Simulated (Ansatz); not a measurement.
# Ge wire along [110], 23 atoms a period, H-terminated: bands by functional, part 2 of 2

Wanted: the relaxed geometry and the bands of the Ge wire along [110], 23 atoms a period, H-terminated.

Ansatz 0.2.0; DFT PBE, plane waves, PAW; relaxation of a wire's period; PAW set soft_1 (the session's first sound run).

So far. Step 2 (Relaxation of atoms and period): The cell's length comes to 4.124 Å with spin left out.

## Step 3: The wire at its relaxed period

This step: DFT PBE, plane waves, PAW; bands of a perfect wire; PAW set soft_1 (Ansatz 0.2.0).

At the relaxed period the bands are computed along the axis; those that cross an energy going forward count the channels that a perfect wire would open there.

Contents of input.yaml:

```yaml
crystal:
  lattice:
    - [20.121, 0.0, 0.0]
    - [0.0, 21.566, 0.0]
    - [0.0, 0.0, 4.1242461432]
  atoms:
    - { symbol: H, position: [0.172453651, 0.442252381, 0.0] }
    - { symbol: Ge, position: [0.218338383, 0.5, 0.0] }
    - { symbol: Ge, position: [0.428645163, 0.406011886, 0.0] }
    - { symbol: Ge, position: [0.427508716, 0.780641069, 0.0] }
    - { symbol: H, position: [0.472506248, 0.160673576, 0.0] }
    - { symbol: Ge, position: [0.499763903, 0.312050489, 0.0] }
    - { symbol: Ge, position: [0.500131469, 0.5, 0.0] }
    - { symbol: Ge, position: [0.711293716, 0.407478463, 0.0] }
    - { symbol: H, position: [0.755537588, 0.348204338, 0.0] }
    - { symbol: Ge, position: [0.782654978, 0.5, 0.0] }
    - { symbol: H, position: [0.242309216, 0.311879093, 0.203030361] }
    - { symbol: H, position: [0.242309216, 0.688120907, 0.203030361] }
    - { symbol: H, position: [0.828915548, 0.5, 0.297795097] }
    - { symbol: Ge, position: [0.288753845, 0.31183324, 0.5] }
    - { symbol: Ge, position: [0.288753845, 0.68816676, 0.5] }
    - { symbol: Ge, position: [0.286924536, 0.5, 0.5] }
    - { symbol: H, position: [0.314336254, 0.160127531, 0.5] }
    - { symbol: H, position: [0.314336254, 0.839872469, 0.5] }
    - { symbol: Ge, position: [0.35918749, 0.218953232, 0.5] }
    - { symbol: Ge, position: [0.35823141, 0.406194298, 0.5] }
    - { symbol: Ge, position: [0.35823141, 0.593805702, 0.5] }
    - { symbol: Ge, position: [0.35918749, 0.781046768, 0.5] }
    - { symbol: Ge, position: [0.569137421, 0.313645711, 0.5] }
    - { symbol: Ge, position: [0.569137421, 0.686354289, 0.5] }
    - { symbol: Ge, position: [0.570652732, 0.5, 0.5] }
    - { symbol: H, position: [0.613924057, 0.25464678, 0.5] }
    - { symbol: H, position: [0.613924057, 0.74535322, 0.5] }
    - { symbol: Ge, position: [0.641893614, 0.406141637, 0.5] }
    - { symbol: Ge, position: [0.641893614, 0.593858363, 0.5] }
    - { symbol: H, position: [0.828915548, 0.5, 0.702204903] }
    - { symbol: H, position: [0.242309216, 0.311879093, 0.796969639] }
    - { symbol: H, position: [0.242309216, 0.688120907, 0.796969639] }
    - { symbol: H, position: [0.172453651, 0.557747619, 0.0] }
    - { symbol: Ge, position: [0.427508716, 0.219358931, 0.0] }
    - { symbol: Ge, position: [0.428645163, 0.593988114, 0.0] }
    - { symbol: H, position: [0.472506248, 0.839326424, 0.0] }
    - { symbol: Ge, position: [0.499763903, 0.687949511, 0.0] }
    - { symbol: Ge, position: [0.711293716, 0.592521537, 0.0] }
    - { symbol: H, position: [0.755537588, 0.651795662, 0.0] }
kpoints:
  mp_grid: { grid: [1, 1, 20] }
  band_path: { path: ["Γ", Z], npoints: 90 }
scf:
  occupations: { method: fermi_dirac, width: 0.05 }
hamiltonian:
  xc: pbe
  pseudopotentials: { kind: paw, azcp: { folder: soft_1 } }
output:
  dos: { e_range: [-5, 4] }
  write_potential: true
  write_density: true
  volumetric_format: npy
```

Run with:

```sh
ansatz run input.yaml --threads 4 --pin off --max-ram 16384MiB --backend cpu --events-out ev --progress --plain --runs-dir out
```

Numbers of over 12 decimals in the logs are rounded to 6 here.

What it wrote:

```text
[...]
Crystal: 39 atoms, lattice volume = 1789.632 Å³
Basis set: ecut = 420 eV, 34927 PW (Γ)
Bands: 208, of which v1, the nominal top of the filled ones, is band 169 counted from 1 (168 counted from 0)
Symmetry: 4 space group operations
[...]
k-points: 11 of 20
[...]
SCF iter   1: F=—  HF=-99038.857107 eV  |F-HF|=—  |Δ(HF+E_count)|=         —  Δρ=3.26e-2  dr2=1.60e1  ethr=3.10e-3  ⟨swp⟩=6.3  Hψ=8811  notcnv=0  defer=126
[...]
SCF iter  12: F=-99034.690359 eV  HF=-99034.690359 eV  |F-HF|=1.56e-8  |Δ(HF+E_count)|=   1.47e-7  Δρ=1.09e-6  dr2=4.26e-8  ethr=2.96e-11  ⟨swp⟩=13.2  Hψ=9377  notcnv=0
SCF 1 converged in 12 iterations: F = -99034.690359 eV  dr2 = 4.26e-8
[...]
NSCF: frozen V_eff on 91 k-points
WARN: pass on a band path, mesh or list of k-points: the 91 k-points are solved 48 at a time at the most, because the 14.40 GiB of host memory that the pass is priced against does not hold them all with the solver's workspace as planned. The pass can take longer, above all where fewer k-points are solved at a time than the run has threads. As a rule a larger memory budget leaves room for more at once. The budget is what a run with no `--max-ram-frac` typed is planned for, 0.8 of the host's memory or its container's limit. More memory there lifts it, and so does a share over 0.88 that is typed (of such a share the budget is ten elevenths): [rest of the remark cut]
WARN: The output density's exchange-correlation potential varies sharply where the density is thin. Do not read a vacuum level from v_tot or v_xc, or from such a field of the output density. On a cell that repeats whose density bears no net charge and no dipole along the vacuum's axis use v_es (v_loc + v_h of the components); under efield.dipole_correction with no amplitude use v_es + v_field, which holds any externa [...]
SCF converged after 12 iterations
Free energy (F): -99034.690359 eV
[...]
Internal energy: -99034.690358 eV  (E = F + TS)
E sigma→0 (E₀):  -99034.690359 eV
Entropy (-TS):   -0.000001 eV (-0.000 meV/atom)
Fermi energy:    -0.320159 eV
[...]
--- Band table (eV; the first three rows and the last of 11) ---
  k-point 0: bands = [... 165 lower, -1.5572, -1.5517, -1.2421, -0.9403, 0.3278, 0.3556, 0.4322, 0.5365, ... 35 higher]
  k-point 1: bands = [... 165 lower, -1.5830, -1.4094, -1.4076, -1.1704, 0.5224, 0.5464, 0.6465, 0.7468, ... 35 higher]
  k-point 2: bands = [... 165 lower, -1.6647, -1.5598, -1.5189, -1.3320, 0.9537, 0.9696, 1.1105, 1.1459, ... 35 higher]
  k-point 10: bands = [... 165 lower, -2.3679, -2.3057, -2.2197, -2.1511, 0.9663, 1.0215, 1.2851, 1.3195, ... 35 higher]
```

Elapsed: 16 min, on 4 threads of Arm Neoverse V2, shared host; peak memory 13 GiB; 62 min of CPU time.

Reading the cycles: dr2 is the Hartree energy of the density residual (eV), the measure of convergence; HF is the Harris–Foulkes estimate of the energy, which meets the free energy F at convergence.

This step gave:

```yaml
band_gap: 1.268 eV
```

Electronic bands along the path, in eV, zero at the Fermi level; v1 is the highest filled band, c1 the lowest empty one:

```tsv
point	v4	v3	v2	v1	c1	c2	c3	c4
Γ	-1.24	-1.23	-0.92	-0.62	0.65	0.68	0.75	0.86
halfway	-1.62	-1.56	-1.38	-1.36	1.65	1.67	1.83	1.86
Z	-2.05	-1.99	-1.90	-1.83	1.29	1.34	1.61	1.64
```

The gap is 1.27 eV, with spin left out.

The path shows a direct gap of 1.27 eV (valence top at Γ, conduction bottom at Γ).

## Step 4: Another level of theory, cutoff 500 eV, k-mesh 1×1×15

This step: DFT r2SCAN, plane waves, PAW; bands of a perfect wire at the PBE geometry; PAW set soft_1 (Ansatz 0.2.0).

The atoms stay at the PBE geometry and the functional changes. r2SCAN also reads the kinetic-energy density; it often gives larger moments and wider gaps than PBE, at a higher cost. Against the first PBE run of this kind, the cutoff is 500 eV against 420 and the mesh along the wire has 15 points against 20.

input.yaml, as its differences from that of step 3:

```diff
@@ -46,3 +46,3 @@
 kpoints:
-  mp_grid: { grid: [1, 1, 20] }
+  mp_grid: { grid: [1, 1, 15] }
   band_path: { path: ["Γ", Z], npoints: 90 }
@@ -51,8 +51,3 @@
 hamiltonian:
-  xc: pbe
+  xc: r2scan
   pseudopotentials: { kind: paw, azcp: { folder: soft_1 } }
-output:
-  dos: { e_range: [-5, 4] }
-  write_potential: true
-  write_density: true
-  volumetric_format: npy
```

What it wrote:

```text
[...]
Crystal: 39 atoms, lattice volume = 1789.632 Å³
Basis set: ecut = 500 eV, 45597 PW (Γ), exchange–correlation on 600×640×128 points (64 copies of the dense FFT grid, shifted against one another)
Bands: 208, of which v1, the nominal top of the filled ones, is band 169 counted from 1 (168 counted from 0)
Symmetry: 4 space group operations
[...]
k-points: 8 of 15
[...]
SCF iter   1: F=—  HF=-99219.847511 eV  |F-HF|=—  |Δ(HF+E_count)|=         —  Δρ=3.20e-2  dr2=1.50e1  dr2_τ=1.29e-1  ethr=3.10e-3  ⟨swp⟩=6.6  Hψ=6618  notcnv=0  defer=49
[...]
SCF iter  11: F=-99217.804036 eV  HF=-99217.804036 eV  |F-HF|=1.49e-7  |Δ(HF+E_count)|=   1.20e-6  Δρ=2.55e-6  dr2=9.03e-8  dr2_τ=2.57e-9  ethr=2.96e-11  ⟨swp⟩=12.9  Hψ=7450  notcnv=0
SCF 1 converged in 11 iterations: F = -99217.804036 eV  dr2 = 9.03e-8
[...]
SCF converged after 11 iterations
Free energy (F): -99217.804036 eV
[...]
Internal energy: -99217.804036 eV  (E = F + TS)
E sigma→0 (E₀):  -99217.804036 eV
Entropy (-TS):   -0.000000 eV (-0.000 meV/atom)
Fermi energy:    -0.361406 eV
[...]
--- Band table (eV; the first three rows and the last of 8) ---
  k-point 0: bands = [... 165 lower, -1.7709, -1.7408, -1.4452, -1.1252, 0.4302, 0.4555, 0.5318, 0.6668, ... 35 higher]
  k-point 1: bands = [... 165 lower, -1.8222, -1.6838, -1.5637, -1.4820, 0.7573, 0.7739, 0.8671, 1.0252, ... 35 higher]
  k-point 2: bands = [... 165 lower, -1.9165, -1.9111, -1.7537, -1.5428, 1.3884, 1.3971, 1.5043, 1.5470, ... 35 higher]
  k-point 7: bands = [... 165 lower, -2.6396, -2.5233, -2.5020, -2.3472, 1.0664, 1.1724, 1.3320, 1.4261, ... 35 higher]
```

It took 23 min on 4 threads; peak memory 12 GiB; 1.5 h of CPU time.

This step gave:

```yaml
band_gap: 1.555 eV
```

Electronic bands along the path, in eV, zero at the Fermi level; v1 is the highest filled band, c1 the lowest empty one:

```tsv
point	v4	v3	v2	v1	c1	c2	c3	c4
Γ	-1.41	-1.38	-1.08	-0.76	0.79	0.82	0.89	1.03
halfway	-1.81	-1.75	-1.56	-1.54	1.83	1.86	1.95	1.99
Z	-2.26	-2.19	-2.10	-2.03	1.44	1.50	1.73	1.79
```

The gap is 1.56 eV, against 1.27 eV under PBE at the relaxed period.

## Step 5: Another level of theory, level HSE06, cutoff 420 eV

This step: DFT HSE06, plane waves, PAW; levels of a perfect wire at the PBE geometry; PAW set soft_1 (Ansatz 0.2.0).

The atoms stay at the PBE geometry and the functional changes. HSE06 mixes in a quarter of short-range exact exchange, which removes part of the self-interaction that closes gaps; it is dear, so the mesh is thinner and no path is run. Against the first PBE run of this kind, the mesh along the wire has 8 points against 20.

input.yaml, as its differences from that of step 4:

```diff
@@ -46,4 +46,3 @@
 kpoints:
-  mp_grid: { grid: [1, 1, 15] }
-  band_path: { path: ["Γ", Z], npoints: 90 }
+  mp_grid: { grid: [1, 1, 8] }
 scf:
@@ -51,3 +50,3 @@
 hamiltonian:
-  xc: r2scan
+  xc: hse06
   pseudopotentials: { kind: paw, azcp: { folder: soft_1 } }
```

What it wrote:

```text
[...]
Fermi energy:    -0.343214 eV
[...]
--- Band table (eV; the first three rows and the last of 5) ---
  k-point 0: bands = [... 165 lower, -1.9638, -1.9328, -1.6257, -1.2912, 0.6388]
  k-point 1: bands = [... 165 lower, -2.1101, -2.0747, -1.9521, -1.7271, 1.5380]
  k-point 2: bands = [... 165 lower, -2.3863, -2.3319, -2.1214, -2.1134, 1.7029]
  k-point 4: bands = [... 165 lower, -2.8682, -2.7912, -2.6923, -2.6264, 1.2905]
  guard bands above this table: 38 of the run's 208 bands. The solve was not asked for them (output.publish_guard_bands: true or output.eigenvalues: true publishes all)
[key lines of the parts left out:]
Free energy (F): -99055.460860 eV
```

It took 22 min on 4 threads; peak memory 9.8 GiB; 79 min of CPU time.

Numbers from this step:

* band gap: 1.930 eV

The gap is 1.93 eV, against 1.27 eV under PBE at the relaxed period.

## Step 6: Outcome

```
cell length, PBE : 4.124 Å
gap, PBE         : 1.27 eV
gap, r2SCAN      : 1.56 eV
gap, HSE06       : 1.93 eV
```

Under PBE the cell's length is 4.12 Å, and a gap of 1.27 eV makes it a semiconductor. At the relaxed period the wire is gapped under every functional, from 1.27 eV (PBE) to 1.93 eV (HSE06). Weak screening in one dimension makes quasiparticle gaps larger than the semilocal gaps, as a rule. A hybrid's gap is read on a coarse mesh, without a band path.

[Logs are printed without paths, hosts, clocks, repeated set-up lines and the standing remarks that a program may print on its own settings, such as how far it seeks lower states.]

[Hosts, paths, dates, database ids (printed as entryN), source tags and the programs' standing remarks are cut or masked in the printed files.]
